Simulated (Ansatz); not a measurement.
# LiTi, from a guessed structure to a relaxed one, part 2 of 2

This structure for LiTi is made up. Its elements were placed in a known structure type with a cell scaled to their sizes. What cell does the guess relax to, and how far off was it?

Ansatz 0.2.0; DFT, PBE, plane-wave PAW, files of the set soft_1, scalar-relativistic, no spin, cell and ions relaxed at zero pressure; PAW set soft_1 (the session's first sound run).

So far: The starting structure; Relaxing cell and atoms. The relaxed cell has a = 3.174 Å (conventional setting).

## Step 3: Electronic structure of the relaxed cell

A second self-consistent run takes a narrower smearing and the mesh shown in its input; the bands follow along the standard path of the relaxed lattice.

This step: DFT, PBE, plane-wave PAW, files of the set soft_1, scalar-relativistic, no spin, bands and density of states at the relaxed cell; PAW set soft_1 (Ansatz 0.2.0).

input.yaml reads:

```yaml
crystal:
  lattice:
    - [2.2444053414, 1.2958080279, 1.8327656845]
    - [-2.2444053414, 1.2958080279, 1.8327656845]
    - [0.0, -2.5916160562, 1.8327656842]
  atoms:
    - { symbol: Ti, position: [0.0, 0.0, 0.0] }
    - { symbol: Li, position: [0.5, 0.5, 0.5] }
kpoints:
  mp_grid: { grid: [10, 10, 10] }
  band_path:
    path:
      - [[0.0, 0.0, 0.0], [0.0, 0.5, 0.0], [0.5, 0.5, 0.0], [0.0, 0.0, 0.0], [0.5, 0.5, 0.5], [0.0, 0.5, 0.0]]
      - [[0.5, 0.5, 0.0], [0.5, 0.5, 0.5]]
    npoints: 13
scf:
  occupations: { method: fermi_dirac, width: 0.03 }
  n_extra_bands: 6
hamiltonian:
  xc: pbe
  pseudopotentials: { kind: paw, azcp: { folder: soft_1 } }
output:
  forces: true
  stress: true
  write_bands: true
  dos: { projected: true }
  write_density: true
  write_potential: true
  elf: true
  volumetric_format: npy
```

Command:

```console
$ ansatz run input.yaml --threads 4 --pin off --max-ram 8192MiB --backend cpu --events-out ev --progress --plain --runs-dir out
```

Numbers of over 12 decimals in the logs are rounded to 6 here.

The log of the run:

```text
[...]
Crystal: 2 atoms, lattice volume = 31.982 Å³
Basis set: ecut = 420 eV, 619 PW (Γ), exchange–correlation on 48×48×48 points (8 copies of the dense FFT grid, shifted against one another)
Bands: 14, of which v1, the nominal top of the filled ones, is band 8 counted from 1 (7 counted from 0)
Symmetry: 12 space group operations
[...]
k-points: 116 of 1000
[...]
SCF iter   1: F=—  HF=-2703.898482 eV  |F-HF|=—  |Δ(HF+E_count)|=         —  Δρ=6.78e-2  dr2=2.27e0  ethr=3.10e-3  ⟨swp⟩=4.2  Hψ=7275  notcnv=0
[...]
SCF iter   7: F=-2703.353511 eV  HF=-2703.353511 eV  |F-HF|=3.87e-10  |Δ(HF+E_count)|=   3.52e-8  Δρ=1.61e-6  dr2=6.50e-10  ethr=6.67e-10  ⟨swp⟩=10.4  Hψ=7978  notcnv=0
SCF 1 converged in 7 iterations: F = -2703.353511 eV  dr2 = 6.50e-10
[...]
NSCF: frozen V_eff on 80 k-points
SCF converged after 7 iterations
Free energy (F): -2703.353511 eV
[...]
Internal energy: -2703.343701 eV  (E = F + TS)
E sigma→0 (E₀):  -2703.348606 eV
Entropy (-TS):   -0.009810 eV (-4.905 meV/atom)
Fermi energy:    7.806244 eV
[...]
--- Stress (GPa, compression-positive) ---
       -0.040284       0.000000       0.000000
        0.000000      -0.040284       0.000000
       -0.000000       0.000000      -0.051731
  P = ⅓ Tr σ = -0.0441 GPa (-0.441 kbar)
--- Band table (eV; the first three rows and the last of 116) ---
  k-point 0: bands = [... 4 lower, -25.2239, 2.9643, 7.3126, 7.3126, 10.0488, 10.0488, 10.0490, 15.3217, ... 2 higher]
  k-point 1: bands = [... 4 lower, -25.2226, 3.1024, 7.3432, 7.3542, 9.9079, 9.9080, 10.0582, 14.6469, ... 2 higher]
  k-point 2: bands = [... 4 lower, -25.2193, 3.4933, 7.4035, 7.4661, 9.5807, 9.5809, 10.0828, 13.3817, ... 2 higher]
  k-point 115: bands = [... 4 lower, -25.3414, 6.6820, 6.6824, 6.6824, 10.7476, 10.7476, 13.3131, 13.3149, ... 2 higher]
```

Wall time 0.97 s (4 threads of Arm Neoverse V2, shared host); peak memory 0.31 GiB; 3.4 s of CPU time.

The column dr2 measures how far the density is from self-consistency, as an energy; F and HF (Harris–Foulkes) agree once it is small.

Numbers from this step:

| Quantity | Value |
| --- | --- |
| free energy | -2703.3535 eV |
| energy at zero smearing | -2703.3486 eV |
| smearing term TS | 0.009810 eV |
| Fermi energy | 7.806 eV |
| pressure | -0.04410 GPa |

bands.tsv at the labelled points (eV, zero at the Fermi level; the bands that come nearest the Fermi level along the path):

| point | band 5 | band 6 | band 7 | band 8 | band 9 | band 10 | band 11 | band 12 |
| --- | --- | --- | --- | --- | --- | --- | --- | --- |
| Γ | -33.03 | -4.84 | -0.49 | -0.49 | 2.24 | 2.24 | 2.24 | 7.52 |
| X | -33.02 | -2.86 | -0.67 | -0.02 | 1.09 | 1.09 | 2.34 | 3.45 |
| M | -33.00 | -1.14 | -0.27 | 0.80 | 0.81 | 1.47 | 1.47 | 2.89 |
| Γ | -33.03 | -4.84 | -0.49 | -0.49 | 2.24 | 2.24 | 2.24 | 7.52 |
| R | -33.15 | -1.12 | -1.12 | -1.12 | 2.94 | 2.94 | 5.51 | 5.51 |
| X | -33.02 | -2.86 | -0.67 | -0.02 | 1.09 | 1.09 | 2.34 | 3.45 |
| M | -33.00 | -1.14 | -0.27 | 0.80 | 0.81 | 1.47 | 1.47 | 2.89 |
| R | -33.15 | -1.12 | -1.12 | -1.12 | 2.94 | 2.94 | 5.51 | 5.51 |

States per cell as run, both spins, in windows of 1 eV, from dos.tsv (zero at the Fermi level): Near the top, bands beyond those computed are missing, so counts there can be too low.

```csv
from,to,total
-8,-7,0.00
-7,-6,0.00
-6,-5,0.00
-5,-4,0.12
-4,-3,0.35
-3,-2,0.60
-2,-1,0.94
-1,0,2.91
0,1,2.19
1,2,3.66
2,3,1.09
3,4,1.02
4,5,0.74
5,6,0.31
```

Below -8 eV lie 10.0 more states.

ELF in the ac plane of the conventional cell at fractional y = 0.000, with atoms of Ti and Li within 0.2 Å of it. It is the smooth field of the valence electrons, not physical close to the nuclei.

Ten even steps from '0' (0.06) to '9' (0.91), each cell a mean:
```
77412677741267
75213566642146
21124443453112
01245322345420
23565311245542
01454311245520
00144322245200
82024433344106
94024433444018
41034432344102
00254321245410
12565211245542
12455311245531
00135432344210
53114555552124
77303667641157
67512678741277
```
Columns run along a (4.5 Å), rows up along c (5.5 Å), edges of the conventional cell, whose origin can differ from the input's. Atoms in or near the plane, at fractional coordinates: Ti at (0.00, 0.00), Li at (0.00, 0.50).

Electrostatic potential energy in the ac plane of the conventional cell at fractional y = 0.000, with atoms of Ti and Li within 0.2 Å of it. With pseudopotentials it is smooth inside the atoms' cores, unlike the true potential.

Values in eV, 17 rows by 14 columns, each cell a mean:
```
-33 -33 -20   0   8  10  11  11  11   9   5  -9 -29 -33
-30 -24  -9   4   8  10  10  10  10   9   7  -1 -18 -29
-11  -5   3   7   9   9   9   9   9   9   9   6  -1  -9
  5   6   8   9  10   9   8   8   8   9  10   9   7   5
  8   9  10  10  10   8   7   7   8   9  10  10   9   8
  6   7   9  10  10   8   7   7   7   9  10  10   8   6
 -8  -1   7   9   9   9   8   7   8   9  10   8   4  -5
-27 -15   2   8   9   9   8   8   9   9   9   7  -6 -23
-32 -19   1   8   9   9   9   8   9   9   9   6  -8 -27
-18  -8   5   9   9   9   8   8   8   9   9   7  -1 -15
  1   5   8  10  10   8   7   7   8   9  10   9   7   3
  7   8  10  10  10   8   7   6   7   9  10  10   9   8
  7   8   9  10  10   9   7   7   8   9  10  10   8   7
 -1   2   6   9   9   9   8   8   9   9   9   8   4   1
-22 -15  -2   6   9  10  10  10  10   9   8   3  -9 -20
-33 -30 -15   2   8  10  10  10  10   9   6  -5 -25 -33
-33 -33 -23  -1   8  10  11  11  11   9   5 -11 -30 -33
```
Columns run along a (4.5 Å; values clipped at the 3rd and 97th percentile), rows up along c (5.5 Å), edges of the conventional cell, whose origin can differ from the input's. Atoms in or near the plane, at fractional coordinates: Ti at (0.00, 0.00), Li at (0.00, 0.50).

Valence density in the ac plane of the conventional cell at fractional y = 0.000, with atoms of Ti and Li within 0.2 Å of it. It is the smooth field of the valence electrons, not physical close to the nuclei.

Values in e/Å³, 17 rows by 14 columns, each cell a mean:
```
10  6  1  0  0  0  0  0  0  0  0  1  3  8
 4  2  1  0  0  0  0  0  0  0  0  0  1  3
 1  0  0  0  0  0  0  0  0  0  0  0  0  1
 0  0  0  0  0  0  0  0  0  0  0  0  0  0
 0  0  0  0  0  0  0  0  0  0  0  0  0  0
 0  0  0  0  0  0  0  0  0  0  0  0  0  0
 1  0  0  0  0  0  0  0  0  0  0  0  0  0
 5  2  0  0  0  0  0  0  0  0  0  0  0  4
 8  2  0  0  0  0  0  0  0  0  0  0  1  6
 2  1  0  0  0  0  0  0  0  0  0  0  0  2
 0  0  0  0  0  0  0  0  0  0  0  0  0  0
 0  0  0  0  0  0  0  0  0  0  0  0  0  0
 0  0  0  0  0  0  0  0  0  0  0  0  0  0
 0  0  0  0  0  0  0  0  0  0  0  0  0  0
 2  1  0  0  0  0  0  0  0  0  0  0  1  1
 7  4  1  0  0  0  0  0  0  0  0  0  2  6
11  7  2  0  0  0  0  0  0  0  0  1  4 10
```
Columns run along a (4.5 Å), rows up along c (5.5 Å), edges of the conventional cell, whose origin can differ from the input's. Atoms in or near the plane, at fractional coordinates: Ti at (0.00, 0.00), Li at (0.00, 0.50).

## Step 4: Outcome

| Property | Result |
| --- | --- |
| space group, relaxed | Pm-3m |
| conventional cell | a = 3.174, b = 3.174, c = 3.174 Å; α = 90.0°, β = 90.0°, γ = 90.0° |
| volume per atom | 15.99 Å³ (guess 14.78) |

**Reading.** LiTi relaxes to Pm-3m with a = 3.174, b = 3.174 and c = 3.174 Å. The guessed volume was 8 % too small. The symmetry rose from R-3m to Pm-3m, so the distortion of the structure type doesn't survive with these elements. Bands cross the Fermi level, so it is a metal or semimetal at this level. The electron count is odd, which forces that without spin polarisation or a larger cell. On the 10×10×10 mesh with the narrower smearing (relaxed on 9×9×9) the forces vanish, as symmetry may demand, and the largest stress component is 0.052 GPa, against the relaxation's thresholds of 0.015 eV/Å and 0.05 GPa. The cutoff wasn't tested. No dispersion term is used, so weakly bound directions may come out too long. The runs have no spin, and magnetism wasn't tested. Nothing here tests whether the compound is stable against decomposition.

[Logs are printed without paths, hosts, clocks, repeated set-up lines and the standing remarks that a program may print on its own settings, such as how far it seeks lower states.]

[Hosts, paths, dates, database ids (printed as entryN), source tags and the programs' standing remarks are cut or masked in the printed files.]
